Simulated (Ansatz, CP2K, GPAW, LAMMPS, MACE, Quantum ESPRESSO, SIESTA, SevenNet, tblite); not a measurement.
# Running liquid Ge at 2600 K (66 atoms) with CP2K, part 2 of 3

Aim: run liquid Ge at 2600 K (66 atoms) in CP2K and see how near its forces come to a plane-wave reference, and at what cost.

Program: CP2K 2026.2; the method stands at each step. Banners, paths, timers and routine set-up lines are dropped from the logs unmarked, and long logs keep their key lines alone; longer cuts are marked.

So far. Step 2 (PBE, DZVP-UZH, 350/50 Ry, diagonalisation): Forces lie 4.2 % from the reference's, at 0.15 times its CPU time (on 2 against 4 cores). Step 3 (PBE, TZVP-UZH, 350/50 Ry, diagonalisation): Against the first run (4.2 %), the force difference from the reference is 3.8 %, at 1.1 times the CPU time (on 4 against 2 cores), with 1122 basis functions against 858.

## Step 4: PBE, TZV2P-UZH, 350/50 Ry, diagonalisation

Method: Kohn-Sham DFT, PBE, GTH-PBE pseudopotentials, Gaussian and plane waves, TZV2P-MOLOPT (UZH set), diagonalisation.

Input file input.inp:

```
&GLOBAL
  PROJECT cell
  RUN_TYPE ENERGY_FORCE
  PRINT_LEVEL LOW
&END GLOBAL
&FORCE_EVAL
  METHOD QS
  STRESS_TENSOR ANALYTICAL
  &DFT
    BASIS_SET_FILE_NAME BASIS_MOLOPT_UZH
    POTENTIAL_FILE_NAME POTENTIAL_UZH
    &MGRID
      CUTOFF 350
      REL_CUTOFF 50
    &END MGRID
    &QS
      EPS_DEFAULT 1.0E-12
    &END QS
    &SCF
      SCF_GUESS ATOMIC
      EPS_SCF 5.0E-06
      MAX_SCF 200
      ADDED_MOS 29
      &DIAGONALIZATION
        ALGORITHM STANDARD
      &END DIAGONALIZATION
      &SMEAR ON
        METHOD FERMI_DIRAC
        ELECTRONIC_TEMPERATURE [K] 580
      &END SMEAR
      &MIXING
        METHOD BROYDEN_MIXING
        ALPHA 0.15
        NBROYDEN 12
      &END MIXING
      &PRINT
        &RESTART OFF
        &END RESTART
      &END PRINT
    &END SCF
    &XC
      &XC_FUNCTIONAL PBE
      &END XC_FUNCTIONAL
    &END XC
    &PRINT
      &MULLIKEN ON
      &END MULLIKEN
      &HIRSHFELD ON
        SHAPE_FUNCTION DENSITY
      &END HIRSHFELD
      &MO ON
        EIGENVALUES T
        OCCUPATION_NUMBERS T
        MO_INDEX_RANGE 121 144
        &EACH
          QS_SCF 0
        &END EACH
        ADD_LAST NUMERIC
      &END MO
    &END PRINT
  &END DFT
  &SUBSYS
    &CELL
      A 11.47290 0.00000 0.00000
      B 0.00000 11.47290 0.00000
      C 0.00000 0.00000 11.47290
    &END CELL
    &COORD
      SCALED
[... 66 atom lines left out: the same atoms as in the first run ...]
    &END COORD
    &KIND Ge
      BASIS_SET TZV2P-MOLOPT-PBE-GTH-q4
      POTENTIAL GTH-PBE-q4
    &END KIND
  &END SUBSYS
  &PRINT
    &FORCES ON
    &END FORCES
    &STRESS_TENSOR ON
    &END STRESS_TENSOR
  &END PRINT
&END FORCE_EVAL
```

Launch:

```
> OMP_NUM_THREADS=1 mpirun -np 4 cp2k.psmp -i input.inp > output.txt
```

Numbers of over 12 decimals in the logs are rounded to 6 here.

Log:

```text
CP2K| version string:                                       CP2K version 2026.2
 CP2K| Input file name                                                 input.inp
 GLOBAL| Basis set file name                                    BASIS_MOLOPT_UZH
 GLOBAL| Potential file name                                       POTENTIAL_UZH
[... lines left out ...]
 Number of electrons:                                                        264
[... lines left out ...]
  Step     Update method      Time    Convergence         Total energy    Change
[... lines left out ...]
  *** SCF run converged in    18 steps ***
[... lines left out ...]
  Fermi energy:                                                 0.155501
  Total energy:                                              -258.379683
  Total energy (extrapolated to T->0):                       -258.375126
[... lines left out ...]
 MO| E(Fermi):            0.155501 a.u.          4.231386 eV
[... lines left out ...]
 ENERGY| Total FORCE_EVAL ( QS ) energy [hartree]           -258.379633
[... lines left out ...]
 FORCES|      1  1.49516944E-02  2.58062863E-02  3.79317042E-02   4.82527902E-02
 FORCES|      2  1.09351114E-02  1.73197743E-03  6.20771512E-03   1.26929955E-02
 FORCES|      3  9.73425776E-03 -6.03505205E-03  2.58898951E-02   2.83101448E-02
[...]
FORCES|     65 -1.91179194E-02 -1.54421965E-02 -3.60725986E-02   4.36484667E-02
 FORCES|     66 -6.70516423E-03 -7.09895508E-03  1.18574375E-02   1.53607687E-02
 FORCES| Sum    -1.35875361E-07 -8.47180218E-09 -1.69737046E-07
 FORCES| Total atomic force                                       2.17588028E-07
 STRESS| Analytical stress tensor [bar]
 STRESS|                        x                   y                   z
 STRESS|      x        5.86060587671E+04  -1.95802881530E+03   3.55360012526E+03
 STRESS|      y       -1.95802881530E+03   3.88018132002E+04   1.13995890518E+04
 STRESS|      z        3.55360012526E+03   1.13995890518E+04   5.50974600853E+04
 STRESS| 1/3 Trace                                             5.08351106842E+04
```

The job ended after 2 min (4 MPI ranks of Arm Neoverse V1, shared host; peak memory 5 GiB).

Numbers from this run, and their distance from the reference:

| Property | Result |
| --- | --- |
| r.m.s. force component | 0.8953 eV/Å |
| r.m.s. difference of force components | 22.53 meV/Å |
| longest difference of force vectors | 117.3 meV/Å |
| force difference over r.m.s. force | 2.508 % |
| slope of forces against the reference's | 0.9961 |
| correlation of force components | 0.9997 |
| pressure | 5.083 GPa |
| pressure difference | 0.6195 GPa |

Against the first run (4.2 %), the force difference from the reference is 2.5 %, at 3.1 times the CPU time (on 4 against 2 cores), with 1914 basis functions against 858: the larger basis brings the forces nearer.

## Step 5: PBE, DZVP-UZH, 175/50 Ry, diagonalisation

Method: Kohn-Sham DFT, PBE, GTH-PBE pseudopotentials, Gaussian and plane waves, DZVP-MOLOPT (UZH set), diagonalisation.

input.inp: that of step 4 with these lines changed.

```diff
@@ -12,3 +12,3 @@
     &MGRID
-      CUTOFF 350
+      CUTOFF 175
       REL_CUTOFF 50
@@ -72,3 +72,3 @@
     &KIND Ge
-      BASIS_SET TZV2P-MOLOPT-PBE-GTH-q4
+      BASIS_SET DZVP-MOLOPT-PBE-GTH-q4
       POTENTIAL GTH-PBE-q4
```

Launch:

```
> OMP_NUM_THREADS=2 cp2k.psmp -i input.inp > output.txt
```

Log:

```text
CP2K| version string:                                       CP2K version 2026.2
 CP2K| Input file name                                                 input.inp
 GLOBAL| Basis set file name                                    BASIS_MOLOPT_UZH
 GLOBAL| Potential file name                                       POTENTIAL_UZH
 GLOBAL| Run type                                                   ENERGY_FORCE
 GLOBAL| Total number of message passing processes                             1
 GLOBAL| Number of threads for this process                                    2
 TOTAL NUMBERS AND MAXIMUM NUMBERS
  Total number of            - Atomic kinds:                                   1
                             - Atoms:                                         66
[... lines left out ...]
                        Smear method:                                FERMI_DIRAC
[... lines left out ...]
 Number of electrons:                                                        264
[... lines left out ...]
  Step     Update method      Time    Convergence         Total energy    Change
[... lines left out ...]
  *** SCF run converged in    16 steps ***
[... lines left out ...]
  Fermi energy:                                                 0.156800
  Total energy:                                              -258.161040
  Total energy (extrapolated to T->0):                       -258.156510
[... lines left out ...]
 MO| E(Fermi):            0.156800 a.u.          4.266741 eV
[... lines left out ...]
 !-----------------------------------------------------------------------------!
 !-----------------------------------------------------------------------------!
                           Hirshfeld Charges
  #Atom  Element  Kind  Ref Charge     Population                    Net charge
      1       Ge     1       4.000          4.014                        -0.014
      2       Ge     1       4.000          3.991                         0.009
      3       Ge     1       4.000          4.021                        -0.021
[...]
65       Ge     1       4.000          4.027                        -0.027
     66       Ge     1       4.000          4.032                        -0.032
  Total Charge                                                           -0.000
 !-----------------------------------------------------------------------------!
 ENERGY| Total FORCE_EVAL ( QS ) energy [hartree]           -258.161061
 FORCES| Atomic forces [hartree/bohr]
 FORCES|   Atom     x               y               z               |f|
 FORCES|      1  1.58598832E-02  2.58539518E-02  3.67318308E-02   4.76360170E-02
 FORCES|      2  1.12076197E-02  1.44591611E-03  5.89686968E-03   1.27465479E-02
 FORCES|      3  1.08315754E-02 -6.27438940E-03  2.55281650E-02   2.84319925E-02
[...]
FORCES|     65 -1.80932177E-02 -1.43525358E-02 -3.58593399E-02   4.26526912E-02
 FORCES|     66 -6.72415111E-03 -6.98241402E-03  1.06341225E-02   1.43893320E-02
 FORCES| Sum     1.42105609E-05  1.13890955E-05  7.42402647E-06
 FORCES| Total atomic force                                       1.96664106E-05
 STRESS| Analytical stress tensor [bar]
 STRESS|                        x                   y                   z
 STRESS|      x        6.15734185179E+04  -1.69884235941E+03   3.25945603552E+03
 STRESS|      y       -1.69884235941E+03   4.16576765836E+04   1.15252071464E+04
 STRESS|      z        3.25945603552E+03   1.15252071464E+04   5.81370153969E+04
 STRESS| 1/3 Trace                                             5.37893701661E+04
```

The job ended after 62 s (2 threads; peak memory 1.1 GiB; 1.9 min of CPU time).

Numbers from this run, and their distance from the reference:

```
r.m.s. force component                          : 0.8937 eV/Å
r.m.s. difference of force components           : 38 meV/Å
longest difference of force vectors             : 130.4 meV/Å
force difference over r.m.s. force              : 4.229 %
slope of forces against the reference's         : 0.9938
correlation of force components                 : 0.9991
pressure                                        : 5.379 GPa
pressure difference                             : 0.9149 GPa
energy less the same-level run's                : 0.0006 meV/atom
r.m.s. force difference from the same-level run : 0.128 meV/Å
```

This is a coarse setting, run to see what it loses.

Against the first run (4.2 %), the force difference from the reference is 4.2 %, at 0.75 times the CPU time: the change moves forces by 0.13 meV/Å r.m.s., so most of the difference comes from elsewhere.

## Step 6: PBE+D3(BJ), DZVP-UZH, 350/50 Ry, diagonalisation

Method: Kohn-Sham DFT, PBE+D3(BJ), GTH-PBE pseudopotentials, Gaussian and plane waves, DZVP-MOLOPT (UZH set), diagonalisation.

input.inp: that of step 5 with these lines changed.

```diff
@@ -12,3 +12,3 @@
     &MGRID
-      CUTOFF 175
+      CUTOFF 350
       REL_CUTOFF 50
@@ -43,2 +43,10 @@
       &END XC_FUNCTIONAL
+      &VDW_POTENTIAL
+        POTENTIAL_TYPE PAIR_POTENTIAL
+        &PAIR_POTENTIAL
+          TYPE DFTD3(BJ)
+          PARAMETER_FILE_NAME dftd3.dat
+          REFERENCE_FUNCTIONAL PBE
+        &END PAIR_POTENTIAL
+      &END VDW_POTENTIAL
     &END XC
@@ -68,4 +76,27 @@
     &COORD
-      SCALED
-[... 66 atom lines left out: the same atoms as in the first run ...]
+      Ge 0.44297 8.53354 11.40624
+      Ge 3.05420 0.62952 5.06207
+      Ge 1.34841 6.84680 1.32994
+      Ge 7.21014 7.37111 5.58420
+      Ge 0.16842 4.64939 1.50708
+      Ge 8.57003 2.10826 0.97829
+      Ge 5.98885 5.29210 1.07593
+      Ge 3.57909 4.12038 4.01356
+      Ge 5.18655 6.50640 7.59655
+      Ge 1.17781 3.60272 4.78844
+      Ge 1.73218 5.69549 6.11838
+      Ge 5.20548 9.80726 7.47689
+      Ge 6.58051 9.73980 5.35693
+      Ge 4.53443 2.08290 3.18098
+      Ge 10.07022 11.26077 4.04856
+      Ge 0.38755 10.71248 1.41472
+      Ge 6.33694 1.76797 7.52129
+      Ge 4.13403 7.98743 3.94243
+      Ge 10.36978 7.64875 10.01951
+      Ge 5.83420 11.20914 9.45023
+[... 42 atom lines left out ...]
+      Ge 8.84893 7.04987 7.37535
+      Ge 7.99845 10.97383 1.65738
+      Ge 9.19771 2.05950 3.46837
+      Ge 1.97862 10.98565 3.13692
     &END COORD
```

Log:

```text
CP2K| version string:                                       CP2K version 2026.2
 CP2K| Input file name                                                 input.inp
 GLOBAL| Basis set file name                                    BASIS_MOLOPT_UZH
 GLOBAL| Potential file name                                       POTENTIAL_UZH
[... lines left out ...]
 Number of electrons:                                                        264
[... lines left out ...]
  Step     Update method      Time    Convergence         Total energy    Change
[... lines left out ...]
  *** SCF run converged in    16 steps ***
[... lines left out ...]
  Fermi energy:                                                 0.156800
  Total energy:                                              -258.881214
  Total energy (extrapolated to T->0):                       -258.876685
[... lines left out ...]
 MO| E(Fermi):            0.156800 a.u.          4.266741 eV
[... lines left out ...]
 ENERGY| Total FORCE_EVAL ( QS ) energy [hartree]           -258.881235
[... lines left out ...]
 FORCES|      1  1.56847549E-02  2.60338908E-02  3.67390483E-02   4.76815759E-02
 FORCES|      2  1.01225986E-02  2.98428261E-04  6.72637047E-03   1.21573073E-02
 FORCES|      3  1.01546820E-02 -5.93368924E-03  2.47781447E-02   2.74277723E-02
[...]
FORCES|     65 -1.77800188E-02 -1.39613083E-02 -3.55714182E-02   4.21470402E-02
 FORCES|     66 -7.48740551E-03 -6.81017013E-03  1.09088773E-02   1.48809698E-02
 FORCES| Sum    -2.81953685E-08  1.60579203E-07 -6.33995415E-09
 FORCES| Total atomic force                                       1.63158984E-07
 STRESS| Analytical stress tensor [bar]
 STRESS|                        x                   y                   z
 STRESS|      x        4.88419265010E+04  -9.09826081004E+02   2.78516656454E+03
 STRESS|      y       -9.09826081004E+02   2.88738580515E+04   1.12347057191E+04
 STRESS|      z        2.78516656454E+03   1.12347057191E+04   4.53308672626E+04
 STRESS| 1/3 Trace                                             4.10155506050E+04
```

Run time: 88 s. Hardware: 2 threads; peak memory 2.2 GiB.

Numbers from this run, and their distance from the reference:

```yaml
r_m_s_force_component: 0.8654 eV/Å
r_m_s_difference_of_force_components: 102.4 meV/Å
longest_difference_of_force_vectors: 440.6 meV/Å
force_difference_over_r_m_s_force: 11.4 %
slope_of_forces_against_the_reference_s: 0.9574
correlation_of_force_components: 0.994
pressure: 4.102 GPa
pressure_difference: -0.3624 GPa
```

Against the first run (4.2 %), the force difference from the reference is 11 %, at 1.0 times the CPU time; the model has changed, so this is no error of the program alone.

## Step 7: PBE, DZVP-UZH, 122/50 Ry, diagonalisation

Method: Kohn-Sham DFT, PBE, GTH-PBE pseudopotentials, Gaussian and plane waves, DZVP-MOLOPT (UZH set), diagonalisation.

input.inp: that of step 6 with these lines changed.

```diff
@@ -12,3 +12,3 @@
     &MGRID
-      CUTOFF 350
+      CUTOFF 122
       REL_CUTOFF 50
@@ -43,10 +43,2 @@
       &END XC_FUNCTIONAL
-      &VDW_POTENTIAL
-        POTENTIAL_TYPE PAIR_POTENTIAL
-        &PAIR_POTENTIAL
-          TYPE DFTD3(BJ)
-          PARAMETER_FILE_NAME dftd3.dat
-          REFERENCE_FUNCTIONAL PBE
-        &END PAIR_POTENTIAL
-      &END VDW_POTENTIAL
     &END XC
```

Log:

```text
CP2K| version string:                                       CP2K version 2026.2
 CP2K| Input file name                                                 input.inp
 GLOBAL| Basis set file name                                    BASIS_MOLOPT_UZH
 GLOBAL| Potential file name                                       POTENTIAL_UZH
 GLOBAL| Run type                                                   ENERGY_FORCE
 GLOBAL| Total number of message passing processes                             1
 GLOBAL| Number of threads for this process                                    2
[... lines left out ...]
                        Smear method:                                FERMI_DIRAC
[... lines left out ...]
 Number of electrons:                                                        264
[... lines left out ...]
  Step     Update method      Time    Convergence         Total energy    Change
[... lines left out ...]
  *** SCF run converged in    16 steps ***
[... lines left out ...]
  Fermi energy:                                                 0.156800
  Total energy:                                              -258.161019
  Total energy (extrapolated to T->0):                       -258.156490
[... lines left out ...]
 MO| E(Fermi):            0.156800 a.u.          4.266741 eV
[... lines left out ...]
     66       Ge     1       4.000          4.032                        -0.032
  Total Charge                                                           -0.000
 !-----------------------------------------------------------------------------!
 ENERGY| Total FORCE_EVAL ( QS ) energy [hartree]           -258.161040
 FORCES| Atomic forces [hartree/bohr]
 FORCES|   Atom     x               y               z               |f|
 FORCES|      1  1.58488314E-02  2.58525812E-02  3.67370647E-02   4.76356309E-02
 FORCES|      2  1.11884407E-02  1.43042023E-03  5.87389547E-03   1.27173092E-02
 FORCES|      3  1.08141651E-02 -6.25686677E-03  2.55060096E-02   2.84016033E-02
[...]
FORCES|     65 -1.81092371E-02 -1.43689453E-02 -3.58779992E-02   4.26806969E-02
 FORCES|     66 -6.70571650E-03 -6.96793721E-03  1.06446828E-02   1.43815178E-02
 FORCES| Sum     9.99340592E-06 -1.41251519E-04 -8.87262272E-05
 FORCES| Total atomic force                                       1.67105366E-04
 STRESS| Analytical stress tensor [bar]
 STRESS|                        x                   y                   z
 STRESS|      x        6.15722290549E+04  -1.69899627032E+03   3.25935925948E+03
 STRESS|      y       -1.69899627032E+03   4.16550733640E+04   1.15248551985E+04
 STRESS|      z        3.25935925948E+03   1.15248551985E+04   5.81352022306E+04
 STRESS| 1/3 Trace                                             5.37875015498E+04
```

Elapsed: 53 s, on 2 threads; peak memory 0.79 GiB; 1.7 min of CPU time.

Against the reference:

```
r.m.s. force component                          : 0.8936 eV/Å
r.m.s. difference of force components           : 37.93 meV/Å
longest difference of force vectors             : 129.8 meV/Å
force difference over r.m.s. force              : 4.221 %
slope of forces against the reference's         : 0.9937
correlation of force components                 : 0.9991
pressure                                        : 5.379 GPa
pressure difference                             : 0.9148 GPa
energy less the same-level run's                : 0.0092 meV/atom
r.m.s. force difference from the same-level run : 0.773 meV/Å
```

This is a coarse setting, run to see what it loses.

Against the first run (4.2 %), the force difference from the reference is 4.2 %, at 0.65 times the CPU time: the change moves forces by 0.77 meV/Å r.m.s., so most of the difference comes from elsewhere.

## Step 8: RPBE, PBE potentials, DZVP-UZH, 350/50 Ry, diagonalisation

Method: Kohn-Sham DFT, RPBE, GTH-PBE pseudopotentials, Gaussian and plane waves, DZVP-MOLOPT (UZH set), diagonalisation.

input.inp: that of step 7 with these lines changed.

```diff
@@ -12,3 +12,3 @@
     &MGRID
-      CUTOFF 122
+      CUTOFF 350
       REL_CUTOFF 50
@@ -41,3 +41,7 @@
     &XC
-      &XC_FUNCTIONAL PBE
+      &XC_FUNCTIONAL
+        &GGA_X_RPBE
+        &END GGA_X_RPBE
+        &GGA_C_PBE
+        &END GGA_C_PBE
       &END XC_FUNCTIONAL
```

Log:

```text
CP2K| version string:                                       CP2K version 2026.2
 CP2K| Input file name                                                 input.inp
 GLOBAL| Basis set file name                                    BASIS_MOLOPT_UZH
 GLOBAL| Potential file name                                       POTENTIAL_UZH
[... lines left out ...]
 Number of electrons:                                                        264
[... lines left out ...]
  Step     Update method      Time    Convergence         Total energy    Change
[... lines left out ...]
  *** SCF run converged in    16 steps ***
[... lines left out ...]
  Fermi energy:                                                 0.157462
  Total energy:                                              -258.372602
  Total energy (extrapolated to T->0):                       -258.368157
[... lines left out ...]
 MO| E(Fermi):            0.157462 a.u.          4.284765 eV
[... lines left out ...]
 ENERGY| Total FORCE_EVAL ( QS ) energy [hartree]           -258.372485
[... lines left out ...]
 FORCES|      1  1.62088400E-02  2.54880625E-02  3.61964803E-02   4.71439604E-02
 FORCES|      2  1.09581908E-02  1.32047740E-03  5.79834241E-03   1.24678138E-02
 FORCES|      3  1.09477208E-02 -6.21246856E-03  2.57807192E-02   2.86895946E-02
[...]
FORCES|     65 -1.80371303E-02 -1.42678982E-02 -3.56169425E-02   4.23966695E-02
 FORCES|     66 -6.49099186E-03 -7.44656199E-03  1.00656923E-02   1.41032770E-02
 FORCES| Sum     6.35789653E-06  1.93282398E-06 -5.21250865E-06
 FORCES| Total atomic force                                       8.44564403E-06
 STRESS| Analytical stress tensor [bar]
 STRESS|                        x                   y                   z
 STRESS|      x        6.51408467741E+04  -1.73204920659E+03   3.18060269780E+03
 STRESS|      y       -1.73204920659E+03   4.53618680800E+04   1.15646922062E+04
 STRESS|      z        3.18060269780E+03   1.15646922062E+04   6.21645739552E+04
 STRESS| 1/3 Trace                                             5.75557629364E+04
```

It took 86 s on 2 threads; peak memory 2.2 GiB; 2.6 min of CPU time.

Against the reference:

```
r.m.s. force component                  : 0.8903 eV/Å
r.m.s. difference of force components   : 39.75 meV/Å
longest difference of force vectors     : 157.2 meV/Å
force difference over r.m.s. force      : 4.424 %
slope of forces against the reference's : 0.99
correlation of force components         : 0.999
pressure                                : 5.756 GPa
pressure difference                     : 1.292 GPa
```

Against the first run (4.2 %), the force difference from the reference is 4.4 %, at 1.00 times the CPU time; the model has changed, so this is no error of the program alone.

[end of part 2 of 3]

[Also dropped from logs without a mark: logging warnings of Python, and SIESTA's first energy breakdown and zero terms.]

[Logs are printed without paths, hosts, clocks, repeated set-up lines and the standing remarks that a program may print on its own settings, such as how far it seeks lower states.]

[Hosts, paths, dates, database ids (printed as entryN), source tags and the programs' standing remarks are cut or masked in the printed files.]
